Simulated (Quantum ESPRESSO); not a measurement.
## Wannier-interpolated electron–phonon scattering in TaN (Fm-3m)

The plan: phonons and Wannier functions of TaN (Fm-3m), and, if the interpolated phonons are stable, its coupling and resistivity.

Program: Quantum ESPRESSO 7.5. Level of theory: DFT LDA, scalar-relativistic, plane waves, PseudoDojo 0.4.1 norm-conserving pseudopotentials. Results are calculated unless marked as measured.

### 1. Starting point

The structure is cubic, space group Fm-3m (No. 225). Conventional cell: a = 4.358 Å, b = 4.358 Å, c = 4.358 Å, α = 90.00°, β = 90.00°, γ = 90.00°. Ta has 6 N at 2.18 Å nearest. N has 6 Ta at 2.18 Å nearest. Farther neighbours and most contacts between anions are not listed.

### 2. Relaxation

The cell is relaxed under the functional used for all that follows.

relax.in

```
 &control
    calculation='vc-relax',
    prefix='x',
    outdir='./tmp',
    pseudo_dir='./pseudo',
    tprnfor=.true.,
    tstress=.true.,
    etot_conv_thr=1.0d-05,
    forc_conv_thr=4.0d-04,
 /
 &system
    ibrav=0,
    nat=2,
    ntyp=2,
    ecutwfc=84.0,
    occupations='smearing',
    smearing='mv',
    degauss=0.02,
 /
 &electrons
    conv_thr=1.0d-11,
 /
 &ions
 /
 &cell
    press_conv_thr=0.4,
 /
ATOMIC_SPECIES
 Ta    180.9479  Ta.upf
 N      14.0070  N.upf
CELL_PARAMETERS angstrom
     0.000000000    2.179000000    2.179000000
     2.179000000    0.000000000    2.179000000
     2.179000000    2.179000000    0.000000000
ATOMIC_POSITIONS crystal
 Ta     0.500000000   0.500000000   0.500000000
 N      0.000000000   0.000000000   0.000000000
K_POINTS automatic
 9 9 9 0 0 0
```

The run is started by

```console
$ OMP_NUM_THREADS=1 mpirun -n 8 pw.x -nk 8 -in relax.in > relax.out
```

Output:

```text
Program PWSCF v.7.5

     This program is part of the open-source Quantum ESPRESSO suite
     for quantum simulation of materials; please cite
         "P. Giannozzi et al., J. Phys.:Condens. Matter 21 395502 (2009);
         "P. Giannozzi et al., J. Phys.:Condens. Matter 29 465901 (2017);
         "P. Giannozzi et al., J. Chem. Phys. 152 154105 (2020);
     in publications or presentations arising from this work. More details at

     Message from routine setup:
     using ibrav=0 with symmetry is DISCOURAGED, use correct ibrav instead

     G-vector sticks info
     --------------------
     sticks:   dense  smooth     PW     G-vecs:    dense   smooth      PW
     Sum         769     769    241                14361    14361    2445

     Using Slab Decomposition

     bravais-lattice index     =            0
     lattice parameter (alat)  =       5.8233  a.u.
     unit-cell volume          =     139.6363 (a.u.)^3
     number of atoms/cell      =            2
     number of atomic types    =            2
     number of electrons       =        18.00
     number of Kohn-Sham states=           13
     kinetic-energy cutoff     =      84.0000  Ry
     charge density cutoff     =     336.0000  Ry
     scf convergence threshold =      1.0E-11
     mixing beta               =       0.7000
     number of iterations used =            8  plain     mixing
     energy convergence thresh.=      1.0E-05
     force convergence thresh. =      4.0E-04
     press convergence thresh. =      4.0E-01
     Exchange-correlation= SLA  PW   NOGX NOGC
                           (   1   4   0   0   0   0   0)
     nstep                     =           50

     celldm(1)=   5.823326  celldm(2)=   0.000000  celldm(3)=   0.000000
     celldm(4)=   0.000000  celldm(5)=   0.000000  celldm(6)=   0.000000

     crystal axes: (cart. coord. in units of alat)
               a(1) = (   0.000000   0.707107   0.707107 )
               a(2) = (   0.707107   0.000000   0.707107 )
               a(3) = (   0.707107   0.707107   0.000000 )
[...]
estimated scf accuracy    <       0.00000005 Ry
     estimated scf accuracy    <       0.00000002 Ry
     estimated scf accuracy    <          8.6E-10 Ry
     estimated scf accuracy    <          6.5E-11 Ry
     estimated scf accuracy    <          1.1E-11 Ry
     estimated scf accuracy    <          1.4E-11 Ry
     number of Kohn-Sham states=           13
     number of k points=    35  Marzari-Vanderbilt smearing, width (Ry)=  0.0200
     estimated scf accuracy    <       0.47497501 Ry
     estimated scf accuracy    <       0.90974845 Ry
     estimated scf accuracy    <       0.00188611 Ry
     estimated scf accuracy    <       0.00123577 Ry
     estimated scf accuracy    <       0.00009530 Ry
     estimated scf accuracy    <       0.00001800 Ry
     estimated scf accuracy    <       0.00000044 Ry
     estimated scf accuracy    <       0.00000005 Ry
     estimated scf accuracy    <          4.6E-09 Ry
     estimated scf accuracy    <          1.3E-09 Ry
     estimated scf accuracy    <          6.1E-12 Ry
     estimated scf accuracy    <          5.7E-12 Ry
     the Fermi energy is    22.0185 ev
!    total energy              =    -151.22634720 Ry
     estimated scf accuracy    <          4.2E-14 Ry
     convergence has been achieved in  13 iterations
          total   stress  (Ry/bohr**3)                   (kbar)     P=       -0.05
   JOB DONE.
```

Run time: 13 s. Hardware: 8 MPI ranks of Arm Neoverse V1, shared host; 1.8 min of CPU time.

This step gave:

```
free energy     : -2057.5393 eV
pressure        : -0.005 GPa
volume per atom : 10.19 Å³/atom
```

The volume ends at 10.19 Å³ an atom, -1.5 % from the start.

### 3. Ground state

Linear response needs a tightly converged ground state.

scf.in

```
 &control
    calculation='scf',
    prefix='x',
    outdir='./tmp',
    pseudo_dir='./pseudo',
    tprnfor=.true.,
    tstress=.true.,
 /
 &system
    ibrav=0,
    nat=2,
    ntyp=2,
    ecutwfc=84.0,
    occupations='smearing',
    smearing='mv',
    degauss=0.02,
 /
 &electrons
    conv_thr=1.0d-12,
 /
ATOMIC_SPECIES
 Ta    180.9479  Ta.upf
 N      14.0070  N.upf
CELL_PARAMETERS angstrom
     0.000000000    2.168321500    2.168321500
     2.168321500    0.000000000    2.168321500
     2.168321500    2.168321500    0.000000000
ATOMIC_POSITIONS crystal
 Ta     0.500000000   0.500000000   0.500000000
 N      0.000000000   0.000000000   0.000000000
K_POINTS automatic
 9 9 9 0 0 0
```

The run is started by

```console
$ OMP_NUM_THREADS=1 mpirun -n 8 pw.x -nk 8 -in scf.in > scf.out
```

Output:

```text
[banner, memory and clock lines left out]
[...]
number of Kohn-Sham states=           13
     number of k points=    35  Marzari-Vanderbilt smearing, width (Ry)=  0.0200
     estimated scf accuracy    <       0.47887132 Ry
     estimated scf accuracy    <       0.92083957 Ry
     estimated scf accuracy    <       0.00232150 Ry
     estimated scf accuracy    <       0.00118954 Ry
     estimated scf accuracy    <       0.00005304 Ry
     estimated scf accuracy    <       0.00001808 Ry
     estimated scf accuracy    <       0.00000479 Ry
     estimated scf accuracy    <       0.00000374 Ry
     estimated scf accuracy    <       0.00000002 Ry
     estimated scf accuracy    <          2.6E-09 Ry
     estimated scf accuracy    <          1.0E-10 Ry
     estimated scf accuracy    <          2.7E-10 Ry
     estimated scf accuracy    <          7.9E-11 Ry
     estimated scf accuracy    <          2.3E-11 Ry
     estimated scf accuracy    <          1.3E-11 Ry
     estimated scf accuracy    <          2.2E-12 Ry
     the Fermi energy is    22.0185 ev
!    total energy              =    -151.22634720 Ry
     estimated scf accuracy    <          6.6E-15 Ry
     convergence has been achieved in  17 iterations
          total   stress  (Ry/bohr**3)                   (kbar)     P=       -0.05
```

Wall time 4.6 s (8 MPI ranks); 36 s of CPU time.

Numbers from this step:

- Fermi energy: 22.02 eV

The Fermi level lies at 22.02 eV and the pressure is -0.005 GPa.

(Part 1 of 2 ends here.)

[The logs of pw.x and epw.x are selected lines.]

[Logs are printed without paths, hosts, clocks, repeated set-up lines and the standing remarks that a program may print on its own settings, such as how far it seeks lower states.]

[Hosts, paths, dates, database ids (printed as entryN), source tags and the programs' standing remarks are cut or masked in the printed files.]
